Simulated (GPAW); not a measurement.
# BN (Qingsongite): optical spectrum from first principles

Wanted: where BN (Qingsongite) starts to absorb, how strongly, and its refractive index.

Program: GPAW 26.7.0. Level of theory: DFT, LDA, plane-wave PAW (GPAW data sets), scalar-relativistic, RPA, optical limit. Results are calculated unless marked as measured.

This is a report of a sequence of runs, with most program output left out.

## Step 1: Set-up

The structure is cubic, space group F-43m (No. 216). Conventional cell: a = 3.615 Å, b = 3.615 Å, c = 3.615 Å, α = 90.00°, β = 90.00°, γ = 90.00°. N has 4 B at 1.57 Å nearest. Nearest to B lie 4 N at 1.57 Å. Farther neighbours and most contacts between anions are not listed.

Coordinates:

```cif
data_structure
_symmetry_space_group_name_H-M 'P 1'
_symmetry_Int_Tables_number 1
_cell_length_a 2.5562
_cell_length_b 2.5562
_cell_length_c 2.5562
_cell_angle_alpha 60.000
_cell_angle_beta 60.000
_cell_angle_gamma 60.000
_cell_volume 11.81
loop_
_atom_site_label
_atom_site_type_symbol
_atom_site_fract_x
_atom_site_fract_y
_atom_site_fract_z
_atom_site_occupancy
N1 N 0.75000 0.75000 0.75000 1
B2 B 0.00000 0.00000 0.00000 1
```

## Step 2: Ground state

First the ground state: is it a metal or has it a gap?

This step: DFT, LDA, plane-wave PAW (GPAW data sets), scalar-relativistic, ground state (GPAW 26.7.0).

File gs.py:

```python
from ase import Atoms
from ase.dft.bandgap import bandgap
from gpaw import GPAW, PW, FermiDirac

atoms = Atoms(['N', 'B'],
              cell=[[0.000000000000, 1.807500000000, 1.807500000000],
                    [1.807500000000, 0.000000000000, 1.807500000000],
                    [1.807500000000, 1.807500000000, 0.000000000000]],
              scaled_positions=[[0.750000000000, 0.750000000000, 0.750000000000],
                                [0.000000000000, 0.000000000000, 0.000000000000]],
              pbc=[True, True, True])
atoms.calc = GPAW(mode=PW(500), xc='LDA', kpts={'size': (11, 11, 11), 'gamma': True},
                  occupations=FermiDirac(0.05), maxiter=150, txt='gs.txt')
print('energy (eV)', atoms.get_potential_energy())
print('Fermi level (eV)', atoms.calc.get_fermi_level())
print('valence electrons', atoms.calc.get_number_of_electrons())
print('gap (eV)', bandgap(atoms.calc, output=None)[0])
print('direct gap (eV)', bandgap(atoms.calc, direct=True, output=None)[0])
atoms.calc.write('gs.gpw')
```

Run with:

```console
$ OMP_NUM_THREADS=1 python gs.py
```

Wall time 4.4 s (1 thread of Arm Neoverse V1, shared host); peak memory 0.12 GiB.

This step gave:

```
energy                 : -18.83 eV
Fermi energy           : 12.08 eV
gap on the k-mesh      : 4.390 eV
direct gap on the mesh : 8.657 eV
electrons              : 8
```

There is a gap, 4.39 eV on this mesh (points off the mesh can give less), so no carriers' term is needed.

## Step 3: Bands for the response

The response needs many more empty bands than the density does.

This step: DFT, LDA, plane-wave PAW (GPAW data sets), scalar-relativistic, bands at fixed density (GPAW 26.7.0).

File nscf.py:

```python
from ase.dft.bandgap import bandgap
from gpaw import GPAW, FermiDirac

calc = GPAW('gs.gpw').fixed_density(kpts={'size': (16, 16, 16), 'gamma': True}, nbands=19, convergence={'bands': 13},
                                    occupations=FermiDirac(0.001), txt='nscf.txt')
print('gap (eV)', bandgap(calc, output=None)[0])
print('direct gap (eV)', bandgap(calc, direct=True, output=None)[0])
print('top band over the Fermi level (eV)', min(calc.get_eigenvalues(kpt=k)[12] for k in range(len(calc.get_ibz_k_points()))) - calc.get_fermi_level())
calc.write('full.gpw', mode='all')
```

Run with:

```console
$ OMP_NUM_THREADS=1 python nscf.py
```

Run time: 14 s. Hardware: 1 thread; peak memory 0.15 GiB.

Numbers from this step:

```
gap on the k-mesh : 4.285 eV
```

## Step 4: Dielectric function, RPA

Local fields let the induced charge screen the field inside the cell, which as a rule lowers ε, most along directions where the density is uneven.

This step: DFT, LDA, plane-wave PAW (GPAW data sets), scalar-relativistic, RPA, optical limit (GPAW 26.7.0).

File df.py:

```python
from gpaw.response.df import DielectricFunction

df = DielectricFunction('full.gpw', frequencies={'type': 'nonlinear', 'domega0': 0.03, 'omega2': 8},
                        ecut=50,
                        eta=0.15,
                        nbands=13,
                        txt='df.txt')
for direction in ['x']:
    df.get_dielectric_function(xc='RPA', direction=direction, filename=f'df_{direction}.csv')
```

Run with:

```console
$ OMP_NUM_THREADS=1 python df.py
```

The job ended after 3.5 s (1 thread; peak memory 0.19 GiB).

Read-outs, printed or worked out from the files:

```
electronic dielectric constant ε∞, mean over x, y and z (by symmetry where fewer were run) : 4.577
main peak of Im epsilon, first axis                                                        : 11.83 eV
```

Some rows of df_x.csv (energy; Re and Im without local fields; Re and Im with them):

```text
0.000000, 4.752010, -0.000000, 4.576527, -0.000000
0.429336, 4.756612, 0.003223, 4.580811, 0.003000
0.878195, 4.771354, 0.006652, 4.594531, 0.006191
1.347938, 4.797955, 0.010378, 4.619283, 0.009656
1.840057, 4.838691, 0.014522, 4.657177, 0.013507
2.356191, 4.896623, 0.019255, 4.711045, 0.017899
2.898142, 4.975968, 0.024824, 4.784781, 0.023061
3.467895, 5.082688, 0.031606, 4.883877, 0.029335
4.067647, 5.225509, 0.040204, 5.016359, 0.037271
4.699832, 5.417783, 0.051642, 5.194470, 0.047800
5.367152, 5.681152, 0.067812, 5.437994, 0.062635
6.072622, 6.053623, 0.092631, 5.781544, 0.085312
6.819608, 6.610426, 0.135751, 6.293300, 0.124496
7.611886, 7.534517, 0.229914, 7.137929, 0.209366
8.453705, 9.548686, 0.672612, 8.958324, 0.600665
9.349861, 12.193533, 4.433976, 11.396344, 3.928045
10.305790, 9.199917, 8.325117, 8.784727, 7.531706
11.327680, 7.040175, 12.277242, 6.942947, 11.075691
12.422601, -3.252033, 11.496611, -2.347095, 11.159135
13.598673, -2.185116, 5.269898, -1.906410, 5.204082
```

Values under the direct gap are tails of Lorentzian lines. Table of Im ε, E ∥ x by photon energy; read off at these points:

```csv
photon energy (eV),"Im ε, E ∥ x"
0.00,0
0.50,0.00350
1.00,0.00707
1.50,0.0108
2.00,0.0148
2.50,0.0192
3.00,0.0241
3.50,0.0297
4.00,0.0363
4.50,0.0442
5.00,0.0539
5.50,0.0662
6.00,0.0825
6.50,0.105
7.00,0.138
7.50,0.192
8.00,0.299
8.50,0.678
9.00,2.41
9.50,5.37
10.00,7.21
10.50,7.94
11.00,9.55
11.50,11.8
11.79,14.5
12.00,13.8
12.50,10.3
13.00,8.12
13.50,5.66
```

The Re ε, E ∥ x by photon energy:

photon energy (eV), Re ε, E ∥ x and a bar from the least value:
```
      0.0        4.6 ################
      0.5        4.6 ################
      1.0        4.6 ################
      1.5        4.6 ################
      2.0        4.7 ################
      2.5        4.7 ################
      3.0        4.8 #################
      3.5        4.9 #################
      4.0        5.0 #################
      4.5        5.1 #################
      5.0        5.3 ##################
      5.5        5.5 ##################
      6.0        5.7 ###################
      6.5        6.1 ###################
      7.0        6.5 ####################
      7.5        7.0 #####################
      8.0        7.8 #######################
      8.5        9.1 ##########################
      9.0       10.3 #############################
      9.5       10.9 ##############################
     10.0        9.7 ###########################
     10.5        8.8 #########################
     11.0        8.9 #########################
     11.5        7.1 ######################
     12.0        1.7 ##########
     12.5       -2.2 #
     13.0       -2.8 
     13.5       -2.4 #
```

Table of refractive index n and extinction k by photon energy:

```csv
photon energy (eV),n,k
0.0,2.14,0
0.5,2.14,8.2e-4
1.0,2.14,0.00165
1.5,2.15,0.00251
2.0,2.16,0.00343
2.5,2.17,0.00442
3.0,2.19,0.00550
3.5,2.21,0.00672
4.0,2.24,0.00812
4.5,2.27,0.00975
5.0,2.30,0.0117
5.5,2.34,0.0141
6.0,2.40,0.0172
6.5,2.46,0.0213
7.0,2.54,0.0272
7.5,2.64,0.0363
8.0,2.79,0.0536
8.5,3.02,0.112
9.0,3.23,0.373
9.5,3.40,0.790
10.0,3.31,1.09
10.5,3.22,1.23
11.0,3.31,1.44
11.5,3.24,1.83
12.0,2.79,2.48
12.5,2.05,2.52
13.0,1.70,2.39
13.5,1.37,2.07
```

Reflectivity at normal incidence, E ∥ x against photon energy; read off at these points:

photon energy (eV), reflectivity at normal incidence, E ∥ x (%) and a bar from the least value:
```
     0.00       13.2 
     0.50       13.2 
     1.00       13.3 
     1.50       13.4 
     2.00       13.5 
     2.50       13.7 
     3.00       13.9 #
     3.50       14.2 #
     4.00       14.6 #
     4.50       15.0 ##
     5.00       15.5 ##
     5.50       16.2 ##
     6.00       16.9 ###
     6.50       17.8 ####
     7.00       18.9 #####
     7.50       20.4 ######
     8.00       22.3 ########
     8.50       25.3 ##########
     9.00       28.3 #############
     9.50       31.9 ################
    10.00       33.0 ################
    10.50       33.4 #################
    11.00       35.9 ###################
    11.50       39.2 ######################
    12.00       45.6 ###########################
    12.34       49.4 ##############################
    12.50       47.7 #############################
    13.00       47.7 #############################
    13.50       44.8 ##########################
```

Values under the direct gap are tails of Lorentzian lines. Loss function −Im 1/ε at q → 0, E ∥ x against energy loss; read off at these points:

energy loss (eV), loss function −Im 1/ε at q → 0, E ∥ x and a bar:
```
     0.00      0.000 
     0.50      0.000 
     1.00      0.000 
     1.50      0.001 
     2.00      0.001 
     2.50      0.001 
     3.00      0.001 
     3.50      0.001 
     4.00      0.001 
     4.50      0.002 
     5.00      0.002 
     5.50      0.002 
     6.00      0.003 
     6.50      0.003 
     7.00      0.003 #
     7.50      0.004 #
     8.00      0.005 #
     8.50      0.008 #
     9.00      0.022 ###
     9.50      0.036 ######
    10.00      0.049 ########
    10.50      0.056 #########
    11.00      0.056 #########
    11.50      0.062 ##########
    12.00      0.071 ###########
    12.50      0.093 ##############
    13.00      0.110 #################
    13.50      0.149 #######################
    13.77      0.194 ##############################
```

Optical constants at common wavelengths, from n + ik = √ε:

```csv
wavelength (nm),n,k,R (%),1/α
1550,2.14,0.001,13.2,94 µm
800,2.15,0.003,13.4,24 µm
633,2.16,0.003,13.5,15 µm
405,2.19,0.006,14.0,5.7 µm
365,2.21,0.006,14.2,4.5 µm
248,2.30,0.012,15.5,1.7 µm
193,2.45,0.021,17.7,745 nm
```

Below the direct gap, k and the depth come from the tails of the Lorentzian lines, not from transitions.

Rows near the edge hang on the gap, which this functional as a rule makes too small, and phonon-assisted absorption is left out.

## Step 5: Summary of results

```yaml
electronic_dielectric_constant_eps_infinity_mean_over_x_y_and_z_by_symmetry_where_fewer_were_run_rpa: 4.58
main_peak_of_im_epsilon_first_axis: 11.8 eV
```

At this level (LDA, RPA) BN has ε∞ = 4.58 and n = 2.14 at 1550 nm, and Im ε peaks at 11.8 eV. On the mesh the gap is 4.29 eV and the least direct gap 8.66 eV, so on this mesh the band edges lie at different points. Local fields change the static value along x from 4.75 to 4.58 (-4 %). Excitons and phonon-assisted transitions are missing; LDA gaps are as a rule too small, which pulls the onset down and ε∞ up. The sum runs over mesh points, so small or evenly spaced maxima can still be ripples of the mesh.

[Machine, clock and banner lines and Python warnings are left out of the logs.]

[Logs are printed without paths, hosts, clocks, repeated set-up lines and the standing remarks that a program may print on its own settings, such as how far it seeks lower states.]

[Hosts, paths, dates, database ids (printed as entryN), source tags and the programs' standing remarks are cut or masked in the printed files.]
